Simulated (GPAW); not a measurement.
# BaTiO3 (P4mm): the O K absorption edge, part 2 of 4

Aim: the dependence of the O K near-edge features of BaTiO3 (P4mm) on volume.

GPAW 26.7.0; X-ray absorption from dipole matrix elements to empty bands, plane-wave PAW LDA.

So far. Step 2 (Ground state of the crystal): The mesh shows a gap of 1.72 eV, so the hole is first treated in a charged cell, without the excited electron.

The database entry behind the starting cell differs from later determinations by our own check (c/a about 0.6 % short), so it need not match the best structure at ambient conditions.

### Step 4. Spectrum with FCH, O atom 3

The holes are 5.7 Å apart. In GPAW the data set carries the hole's charge, so charge=0 means a charged cell and charge=-1 a neutral one. The excited electron is left out and a uniform background balances the charge. After the field has converged, empty bands are computed with the density fixed and the dipole matrix elements are summed.

The absorber has 2 Ti at 2.00 Å (linear, site symmetry 2mm).

File xas.py:

```python
import numpy as np
from ase import Atoms
from ase.parallel import parprint, paropen
from gpaw import GPAW, PW, FermiDirac, Mixer, MixerDif, setup_paths
from gpaw.test import gen
setup_paths.insert(0, '.')
gen('O', name='fch1s', xcname='LDA', corehole=(1, 0, 1), write_xml=True)
from gpaw.mpi import world
world.barrier()

atoms = Atoms('Ba2Ti2O6',
    cell=[[-3.9998, 3.9998, 0],
     [-3.9998, -3.9998, 0],
     [3.9998, 0, 4.018]],
    scaled_positions=[[0, 0, 0],
     [0.5, 0.5, 0],
     [0.245, 0.745, 0.49],
     [0.745, 0.245, 0.49],
     [0.5085, 0.0085, 0.517],
     [0.0085, 0.5085, 0.517],
     [0.0085, 0.0085, 0.517],
     [0.5085, 0.5085, 0.517],
     [0.0095, 0.5095, 0.019],
     [0.5095, 0.0095, 0.019]],
    pbc=True)
atoms.calc = calc = GPAW(legacy_gpaw=True, mode=PW(500, force_complex_dtype=True), xc='LDA', setups={4: 'fch1s'},
    kpts={'size': (4, 4, 4), 'gamma': True}, occupations=FermiDirac(0.02),
    charge=0, mixer=Mixer(0.1, 5, 50), maxiter=150,
    convergence={'density': 0.0001, 'eigenstates': 1e-6}, txt='scf.txt')
energy = atoms.get_potential_energy() + calc.get_reference_energy()
ef = calc.get_fermi_level()
out = dict(energy=energy, fermi=ef, forces=atoms.get_forces().tolist())
parprint(f'all-electron energy {energy:.4f} eV, Fermi level {ef:.4f} eV')
ev = np.array([[calc.get_eigenvalues(k, s) for k in range(len(calc.get_ibz_k_points()))] for s in range(calc.get_number_of_spins())])
out['homo'], out['lumo'], out['counts'] = ev[ev < ef].max(), ev[ev > ef].min(), sorted(set((ev < ef).sum((0, 2)).tolist()))
out['filled'] = (ev[:, 0] < ef).sum(1).tolist()

from ase.units import Ha
from gpaw.xas import dipole_matrix_elements
nb = int(calc.get_number_of_electrons() / 2) + 90
top, nb = nb, nb + 8 + nb // 12
nscf = calc.fixed_density(kpts={'size': (6, 6, 6), 'gamma': True}, nbands=nb,
    convergence={'bands': top, 'eigenstates': 5e-3}, maxiter=60, txt='nscf.txt')
cell = atoms.cell.array
ops = [cell.T @ U.T @ np.linalg.inv(cell.T) for U in nscf.wfs.kd.symmetry.op_scc]
filled = [40]  # bands filled in the ground state, by spin
E = np.arange(-6, 34, 0.1)
fwhm = np.interp(E, [4, 25], [0.9, 3.5])
Y, X, zero, highest = 0, 0, 1e9, 1e9
for spin in range(nscf.get_number_of_spins()):
    wfs = nscf.wfs
    mine = wfs.bd.get_slice()  # this rank's bands
    A = dipole_matrix_elements(wfs.setups[4])
    eps = np.zeros((wfs.kd.nibzkpts, nb))
    d = np.zeros((3, A.shape[1], wfs.kd.nibzkpts, nb), complex)
    for kpt in wfs.kpt_u:
        if kpt.s == spin and 4 in kpt.P_ani:
            eps[kpt.k, mine] = kpt.eps_n * Ha
            d[:, :, kpt.k, mine] = (kpt.weight * wfs.nspins / 2) ** 0.5 * np.inner(A, kpt.P_ani[4])
    world.sum(eps)
    world.sum(d)
    T = np.einsum('amkn,bmkn->abkn', d, d.conj()).real
    T = sum(np.einsum('ai,ijkn,bj->abkn', R, T, R) for R in ops) / len(ops)
    empty = np.ones_like(eps, bool) & (np.arange(nb) >= filled[spin])
    zero, highest = min(zero, eps[empty].min()), min(highest, eps[:, top - 1].min())
    lines = [(eps, T, empty)] if spin == 0 else lines + [(eps, T, empty)]
for eps, T, empty in lines:
    f = np.einsum('aakn->akn', T).reshape(3, -1)
    x = eps.ravel() - zero
    w = np.interp(x, E, fwhm) / 2.35482
    g = np.exp(-0.5 * ((E[:, None] - x) / w) ** 2) / (w * (2 * np.pi) ** 0.5)
    Y = Y + (f * empty.ravel()) @ g.T
    X = X + (f * ~empty.ravel()) @ g.T
out.update(E=E.round(2).tolist(), xas=Y.tolist(), xes=X.tolist(), zero=zero, valid=highest - zero, nk=len(eps), nb=nb)
for i in range(0, len(E), 10):
    parprint(f'{E[i]:7.2f}', *(f'{v:10.3e}' for v in Y[:, i]))
import json
with paropen('out.json', 'w') as f:
    json.dump(out, f)
```

Command:

```bash
OMP_NUM_THREADS=1 mpirun -n 4 gpaw python xas.py
```

Numbers of over 12 decimals in the logs are rounded to 6 here.

The log of the run:

```text
Input parameters:
  convergence: {density: 0.0001,
                eigenstates: 1e-06}
  kpts: {gamma: True,
         size: (4, 4, 4)}
  maxiter: 150
  mixer: {backend: pulay,
          beta: 0.1,
          method: separate,
          nmaxold: 5,
          weight: 50}
  mode: {ecut: 500.0,
         force_complex_dtype: True,
         name: pw}
  occupations: {fixmagmom: False,
                name: fermi-dirac,
                width: 0.02}
  setups: {4: fch1s}

Initialize ...

[... PAW data sets ...]

Reference energy: -500180.226908  # eV

Spin-paired calculation

[... convergence settings ...]
Symmetries present (total): 2
  [... symmetry matrices ...]

64 k-points: 4 x 4 x 4 Monkhorst-Pack grid + [1/8,1/8,1/8]
24 k-points in the irreducible part of the Brillouin zone
       k-points in crystal coordinates                weights
   0:     0.00000000    0.00000000    0.00000000          1/64
   1:     0.00000000    0.00000000    0.25000000          2/64
   2:     0.00000000    0.00000000    0.50000000          1/64
   3:     0.25000000   -0.25000000   -0.25000000          2/64
   4:     0.25000000   -0.25000000    0.00000000          2/64
   5:     0.25000000   -0.25000000    0.25000000          2/64
   6:     0.25000000   -0.25000000    0.50000000          2/64
   7:     0.25000000    0.00000000   -0.25000000          4/64
   8:     0.25000000    0.00000000    0.00000000          4/64
   9:     0.25000000    0.00000000    0.25000000          4/64
          ...
  23:     0.50000000    0.50000000    0.50000000          1/64

Wave functions: Plane wave expansion
  Cutoff energy: 500.000 eV
  Number of coefficients (min, max): 3252, 3287
  Pulay-stress correction: 0.000000 eV/Ang^3 (de/decut=0.000000)
  Using FFTW library
  Wavefunction extrapolation:
    Improved wavefunction reuse through dual PAW basis

Occupation numbers: Fermi-Dirac:
  width: 0.0200  # eV

Eigensolver
   Davidson(niter=2)

Densities:
  Coarse grid: 30*30*30 grid
  Fine grid: 60*60*60 grid
  Total Charge: 1.000000

Density mixing:
  Method: separate
  Backend: pulay
  Linear mixing parameter: 0.1
  old densities: 5
  Width of damping distribution: 1.1
  Damping of long wavelength oscillations: 50

[... Hamiltonian set-up ...]
Number of atoms: 10
Number of atomic orbitals: 60
Number of bands in calculation: 52
Number of valence electrons: 80
Bands to converge: occupied

... initialized

Initializing position-dependent things.

Density initialized from atomic densities
Creating initial wave functions:
  52 bands from LCAO basis set

               Ti   O
              O        O
            Ti O O
         Ba       Ba
            O

Atomic positions and initial magnetic moments

Positions:
   0 Ba     0.000000    0.000000    0.000000    ( 0.0000,  0.0000,  0.0000)
   1 Ba    -3.999800    0.000000    0.000000    ( 0.0000,  0.0000,  0.0000)
   2 Ti    -1.999900   -1.999900    1.968820    ( 0.0000,  0.0000,  0.0000)
   3 Ti    -1.999900    1.999900    1.968820    ( 0.0000,  0.0000,  0.0000)
   4 O      0.000000    1.999900    2.077306    ( 0.0000,  0.0000,  0.0000)
   5 O      0.000000   -1.999900    2.077306    ( 0.0000,  0.0000,  0.0000)
   6 O      1.999900   -0.000000    2.077306    ( 0.0000,  0.0000,  0.0000)
   7 O     -1.999900   -0.000000    2.077306    ( 0.0000,  0.0000,  0.0000)
   8 O     -1.999900   -1.999900    0.076342    ( 0.0000,  0.0000,  0.0000)
   9 O     -1.999900    1.999900    0.076342    ( 0.0000,  0.0000,  0.0000)

Unit cell:
           periodic     x           y           z      points  spacing
  1. axis:    yes   -3.999800    3.999800    0.000000    30     0.1542
  2. axis:    yes   -3.999800   -3.999800    0.000000    30     0.1542
  3. axis:    yes    3.999800    0.000000    4.018000    30     0.1339

  Lengths:   5.656571   5.656571   5.669455
  Angles:  119.924854 119.924854  90.000000

Effective grid spacing dv^(1/3) = 0.1682

iter:   1  -127.171194
iter:   2  -119.310244   -0.82  -0.93
iter:   3  -112.639495   -0.76  -1.06
iter:   4  -112.183443   -1.74  -1.37
iter:   5  -111.573383   -1.20  -1.39
iter:   6  -111.425408   -1.81  -1.56
iter:   7  -111.277094   -2.42  -1.86
iter:   8  -111.269371   -3.01  -2.24
iter:   9  -111.263915c  -3.60  -2.47
iter:  10  -111.263194c  -4.62  -2.70
iter:  11  -111.262224c  -4.37  -2.82
iter:  12  -111.262160c  -5.17  -3.18
iter:  13  -111.262252c  -4.75  -3.39
iter:  14  -111.262111c  -5.46  -3.41
iter:  15  -111.262098c  -5.83  -3.67
iter:  16  -111.262097c  -6.70c -4.09c

Converged after 16 iterations.

Dipole moment: (3.909233, 0.099678, -5.406333) |e|*Ang

Energy contributions relative to reference atoms: (reference = -500180.226908)

Kinetic:        +37.330998
Potential:      -68.808172
External:        +0.000000
XC:             -80.093611
Entropy (-ST):   -0.000000
Local:           +0.308689
SIC:             +0.000000
--------------------------
Free energy:   -111.262097
Extrapolated:  -111.262097

Showing only first 2 kpts
 Kpt  Band  Eigenvalues  Occupancy
  0    38      7.27660    2.00000
  0    39      7.35501    2.00000
  0    40      8.83458    0.00000
  0    41      9.01396    0.00000

  1    38      6.84169    2.00000
  1    39      7.17172    2.00000
  1    40      8.90325    0.00000
[...]
Fermi level: 7.94269

Gap: 1.480 eV
Transition (v -> c):
  (s=0, k=0, n=39, [0.00, 0.00, 0.00]) -> (s=0, k=0, n=40, [0.00, 0.00, 0.00])
No difference between direct/indirect transitions

Forces in eV/Ang:
  0 Ba    0.00000    0.03692    0.07260
  1 Ba    0.00000   -0.03692    0.07260
  2 Ti    3.59288    0.00000   -0.37573
  3 Ti   -3.59288    0.00000   -0.37573
  4 O     0.00000    0.00000   -0.01690
  5 O     0.00000    0.00000   -0.22105
  6 O     0.00000    0.00000   -0.13649
  7 O    -0.00000    0.00000   -0.13649
  8 O    -0.05772    0.00000    0.55484
  9 O     0.05772    0.00000    0.55484
Scalar-relativistic atomic LDA calculation for O (Oxygen, Z=8)
Core hole in 1s state (1s occupation: 1.0)
300 radial gridpoints.
|------------------------------------------------|
|------------------------------------------------|
[... the atom generator's iteration count ...]

Energy contributions:
-------------------------
Kinetic:      +54.046737
XC:            -5.876031
Potential:   -102.458324
-------------------------
Total:        -54.287618

state      eigenvalue         ekin         rmax
-----------------------------------------------
1s^1.0 :   -21.731873    30.611423        0.127
2s^2.0 :    -1.594915     4.066245        0.801
2p^4.0 :    -1.067100     3.825706        0.682
-----------------------------------------------
(units: Bohr and Hartree)

Generating PAW setup
Kinetic energy of the core from tauc = 30.636371
Cutoffs:
rc(s)=1.300
rc(p)=1.130
rc(d)=1.170
rc(vbar)=1.300
rc(comp)=1.260
rc(nct)=1.300

Kinetic energy of the core states: 30.611423
Charge: 1.0
Core electrons: 1.0
Valence electrons: 6.0
Pseudo-core charge: 0.000198
Shape function alpha=6.299
Pseudo-electron charge 5.280306
state    eigenvalue         norm
--------------------------------
2s(2) :    -1.594915     1.065643
*s    :    -0.594915
2p(4) :    -1.067100     0.787205
*p    :    -0.067100
*d    :     0.000000
--------------------------------

Diagonalizing with gridspacing h=0.050

state   all-electron     PAW
-------------------------------
2s:      -1.594915    -1.596334
2p:      -1.067100    -1.073375
*d:                   -0.060686
*f:                   -0.013559
-------------------------------
all-electron energy -500291.4890 eV, Fermi level 7.9427 eV
[...]
31.00  4.849e-05  7.366e-05  7.444e-05
  32.00  6.508e-05  7.105e-05  7.166e-05
  33.00  9.092e-05  6.208e-05  6.281e-05
```

It took 2 min on 4 MPI ranks of Intel Xeon Platinum 8488C (Sapphire Rapids), shared host; peak memory 0.52 GiB.

The O K spectrum, O atom 3, full core hole (charged cell) (energy from the lowest empty level; intensity scaled to a mean of 1 over the first 20 eV; polarised curves are means over the symmetry-equivalent atoms):

| E (eV) | isotropic | ε ⊥ c | ε ∥ c |
| --- | --- | --- | --- |
| -2.0 | 0.00 | 0.00 | 0.00 |
| -1.0 | 0.00 | 0.00 | 0.00 |
| 0.0 | 0.07 | 0.08 | 0.06 |
| 1.0 | 0.98 | 0.82 | 1.31 |
| 2.0 | 0.80 | 0.66 | 1.09 |
| 3.0 | 0.83 | 1.18 | 0.14 |
| 4.0 | 0.86 | 1.16 | 0.25 |
| 5.0 | 1.53 | 1.82 | 0.96 |
| 6.0 | 1.43 | 1.30 | 1.70 |
| 7.0 | 1.48 | 1.30 | 1.86 |
| 8.0 | 0.70 | 0.61 | 0.87 |
| 9.0 | 0.29 | 0.25 | 0.37 |
| 10.0 | 0.50 | 0.46 | 0.58 |
| 11.0 | 1.06 | 1.13 | 0.92 |
| 12.0 | 1.59 | 1.84 | 1.10 |
| 13.0 | 1.58 | 1.79 | 1.15 |
| 14.0 | 1.32 | 1.37 | 1.21 |
| 15.0 | 1.23 | 1.23 | 1.22 |
| 16.0 | 1.05 | 1.03 | 1.10 |
| 17.0 | 0.86 | 0.81 | 0.98 |
| 18.0 | 0.80 | 0.72 | 0.95 |
| 19.0 | 0.69 | 0.62 | 0.85 |
| 20.0 | 0.53 | 0.47 | 0.64 |
| 21.0 | 0.43 | 0.39 | 0.50 |
| 22.0 | 0.42 | 0.40 | 0.47 |
| 23.0 | 0.45 | 0.43 | 0.49 |
| 24.0 | 0.47 | 0.46 | 0.49 |
| 25.0 | 0.51 | 0.51 | 0.51 |
| 26.0 | 0.58 | 0.58 | 0.57 |
| 27.0 | 0.66 | 0.65 | 0.70 |
| 28.0 | 0.77 | 0.72 | 0.86 |
| 29.0 | 0.87 | 0.80 | 1.02 |
| 30.0 | 0.97 | 0.88 | 1.14 |
| 31.0 | 1.05 | 0.97 | 1.19 |
| 32.0 | 1.10 | 1.09 | 1.14 |

Main maxima below 24 eV (height): 1.4 eV (1.27), 3.2 eV (0.86), 5.2 eV (1.57), 6.7 eV (1.54) and 12.5 eV (1.66). A K edge sees empty p states; the first features are O p mixed into the empty d states of the Ti neighbours, and the broad ones above probably into the cations' higher empty bands.

The hole costs E(hole) − E(ground) = 524.24 eV, and the lowest empty level of the hole cell on the spectrum's mesh lies at 8.83 eV, which puts the zero at 533.08 eV. One term is added: -8.83 eV, since the hole is spin-paired here and a spin-polarised one costs that much less in the free atom (computed apart). The photon energy is then 524.25 eV. The functional and the charged cell's background leave an error in such absolute values: in the free atom LDA prices this hole 4.1 eV below PBE (computed apart), and PBE is itself good to a few eV.

### Step 5. Reference energy of the supercell

The cell changes for the next run, so it gets a reference energy of its own.

The cell differs from the one that the last finished run ended in (a 5.657 → 5.541 Å, b 5.657 → 5.541 Å, c 5.669 → 5.554 Å).

File scf.py:

```python
import numpy as np
from ase import Atoms
from ase.parallel import parprint, paropen
from gpaw import GPAW, PW, FermiDirac, Mixer, MixerDif, setup_paths
from gpaw.test import gen
setup_paths.insert(0, '.')
gen('O', name='nch1s', xcname='LDA', corehole=(1, 0, 0), write_xml=True)
from gpaw.mpi import world
world.barrier()

atoms = Atoms('Ba2Ti2O6',
    cell=[[-3.91814852, 3.91814852, 0],
     [-3.91814852, -3.91814852, 0],
     [3.91814852, 0, 3.93597698]],
    scaled_positions=[[0, 0, 0],
     [0.5, 0.5, 0],
     [0.245, 0.745, 0.49],
     [0.745, 0.245, 0.49],
     [0.5085, 0.0085, 0.517],
     [0.0085, 0.5085, 0.517],
     [0.0085, 0.0085, 0.517],
     [0.5085, 0.5085, 0.517],
     [0.0095, 0.5095, 0.019],
     [0.5095, 0.0095, 0.019]],
    pbc=True)
atoms.calc = calc = GPAW(legacy_gpaw=True, mode=PW(500, force_complex_dtype=True), xc='LDA', setups={4: 'nch1s'},
    kpts={'size': (4, 4, 4), 'gamma': True}, occupations=FermiDirac(0.02),
    charge=0, mixer=Mixer(0.1, 5, 50), maxiter=150,
    convergence={'density': 0.0001, 'eigenstates': 1e-6}, txt='scf.txt')
energy = atoms.get_potential_energy() + calc.get_reference_energy()
ef = calc.get_fermi_level()
out = dict(energy=energy, fermi=ef, forces=atoms.get_forces().tolist())
parprint(f'all-electron energy {energy:.4f} eV, Fermi level {ef:.4f} eV')
ev = np.array([[calc.get_eigenvalues(k, s) for k in range(len(calc.get_ibz_k_points()))] for s in range(calc.get_number_of_spins())])
out['homo'], out['lumo'], out['counts'] = ev[ev < ef].max(), ev[ev > ef].min(), sorted(set((ev < ef).sum((0, 2)).tolist()))
out['filled'] = (ev[:, 0] < ef).sum(1).tolist()
import json
with paropen('out.json', 'w') as f:
    json.dump(out, f)
```

Command:

```bash
OMP_NUM_THREADS=1 mpirun -n 4 gpaw python scf.py
```

The log of the run:

```text
Input parameters:
  convergence: {density: 0.0001,
                eigenstates: 1e-06}
  kpts: {gamma: True,
         size: (4, 4, 4)}
  maxiter: 150
  mixer: {backend: pulay,
          beta: 0.1,
          method: separate,
          nmaxold: 5,
          weight: 50}
  mode: {ecut: 500.0,
         force_complex_dtype: True,
         name: pw}
  occupations: {fixmagmom: False,
                name: fermi-dirac,
[...]
2s(2) :    -0.872866     1.079797
*s    :     0.127134
2p(4) :    -0.337925     0.876472
*p    :     0.662075
*d    :     0.000000
--------------------------------

Diagonalizing with gridspacing h=0.050

state   all-electron     PAW
-------------------------------
2s:      -0.872866    -0.873954
2p:      -0.337925    -0.341740
*d:                    0.050276
*f:                    0.077289
-------------------------------
all-electron energy -500815.7765 eV, Fermi level 8.8188 eV
[key lines of the parts left out:]
Converged after 15 iterations.
Dipole moment: (3.648455, -0.000000, -5.204582) |e|*Ang
Free energy:    -84.882821
Fermi level: 8.81880
```

Wall time 34 s (4 MPI ranks); peak memory 0.27 GiB; 2.2 min of CPU time.

Reference energy: -500815.776 eV with the cores included.

### Step 6. Spectrum with FCH, O atom 3

Shorter bonds are expected to push antibonding states and scattering resonances up, and longer ones down; the cell is scaled to test that.

Changed against the first core-hole run: volume scale from 1 to 0.94.

Edit xas.py of step 4 so:

```diff
@@ -11,5 +11,5 @@
 atoms = Atoms('Ba2Ti2O6',
-    cell=[[-3.9998, 3.9998, 0],
-     [-3.9998, -3.9998, 0],
-     [3.9998, 0, 4.018]],
+    cell=[[-3.91814852, 3.91814852, 0],
+     [-3.91814852, -3.91814852, 0],
+     [3.91814852, 0, 3.93597698]],
     scaled_positions=[[0, 0, 0],
@@ -39,3 +39,3 @@
 from gpaw.xas import dipole_matrix_elements
-nb = int(calc.get_number_of_electrons() / 2) + 90
+nb = int(calc.get_number_of_electrons() / 2) + 85
 top, nb = nb, nb + 8 + nb // 12
```

Command:

```bash
OMP_NUM_THREADS=1 mpirun -n 4 gpaw python xas.py
```

The log of the run:

```text
Input parameters:
  convergence: {density: 0.0001,
                eigenstates: 1e-06}
  kpts: {gamma: True,
         size: (4, 4, 4)}
  maxiter: 150
  mixer: {backend: pulay,
          beta: 0.1,
          method: separate,
          nmaxold: 5,
          weight: 50}
  mode: {ecut: 500.0,
         force_complex_dtype: True,
         name: pw}
  occupations: {fixmagmom: False,
                name: fermi-dirac,
[...]
*p    :    -0.067100
*d    :     0.000000
--------------------------------

Diagonalizing with gridspacing h=0.050

state   all-electron     PAW
-------------------------------
2s:      -1.594915    -1.596334
2p:      -1.067100    -1.073375
*d:                   -0.060686
*f:                   -0.013559
-------------------------------
all-electron energy -500292.2798 eV, Fermi level 8.7683 eV
[...]
32.00  4.417e-05  7.431e-05  7.503e-05
  33.00  5.858e-05  7.282e-05  7.334e-05
[key lines of the parts left out:]
Converged after 16 iterations.
Dipole moment: (3.755226, 0.096296, -5.194317) |e|*Ang
Free energy:   -112.052921
Fermi level: 8.76830
```

Run time: 2.4 min. Hardware: 4 MPI ranks; peak memory 0.51 GiB; 9.4 min of CPU time.

| E (eV) | first run | this run |
| --- | --- | --- |
| -2.0 | 0.00 | 0.00 |
| -1.0 | 0.00 | 0.00 |
| 0.0 | 0.07 | 0.06 |
| 1.0 | 0.98 | 0.79 |
| 2.0 | 0.80 | 0.98 |
| 3.0 | 0.83 | 0.60 |
| 4.0 | 0.86 | 0.83 |
| 5.0 | 1.53 | 1.43 |
| 6.0 | 1.43 | 1.68 |
| 7.0 | 1.48 | 1.49 |
| 8.0 | 0.70 | 0.92 |
| 9.0 | 0.29 | 0.30 |
| 10.0 | 0.50 | 0.32 |
| 11.0 | 1.06 | 0.72 |
| 12.0 | 1.59 | 1.29 |
| 13.0 | 1.58 | 1.58 |
| 14.0 | 1.32 | 1.42 |
| 15.0 | 1.23 | 1.27 |
| 16.0 | 1.05 | 1.23 |
| 17.0 | 0.86 | 1.06 |
| 18.0 | 0.80 | 0.87 |
| 19.0 | 0.69 | 0.76 |
| 20.0 | 0.53 | 0.60 |
| 21.0 | 0.43 | 0.45 |
| 22.0 | 0.42 | 0.39 |
| 23.0 | 0.45 | 0.41 |
| 24.0 | 0.47 | 0.43 |
| 25.0 | 0.51 | 0.45 |
| 26.0 | 0.58 | 0.49 |
| 27.0 | 0.66 | 0.56 |
| 28.0 | 0.77 | 0.64 |
| 29.0 | 0.87 | 0.74 |
| 30.0 | 0.97 | 0.85 |
| 31.0 | 1.05 | 0.94 |
| 32.0 | 1.10 | 1.01 |

Against the first run the r.m.s. difference is 15 %. Another feature, at 5.6 eV (1.78), becomes the highest below 16 eV; the one at 12.5 eV (1.66) is now at 13.1 eV (1.58).

The photon energy of the zero moves by +0.12 eV.

[end of part 2 of 4]

[Banner, clock and machine lines of the logs are left out without a mark of their own.]

[Logs are printed without paths, hosts, clocks, repeated set-up lines and the standing remarks that a program may print on its own settings, such as how far it seeks lower states.]

[Hosts, paths, dates, database ids (printed as entryN), source tags and the programs' standing remarks are cut or masked in the printed files.]

[Lists of maxima count a maximum above −3 eV only where it reaches 4 % of the highest in the window and stands out from its surroundings by 2 % of it (1.5 % where it reaches 55 %); shoulders and weaker maxima are passed over, and of the rest the first, up to two pre-edge ones and the few strongest are named.]
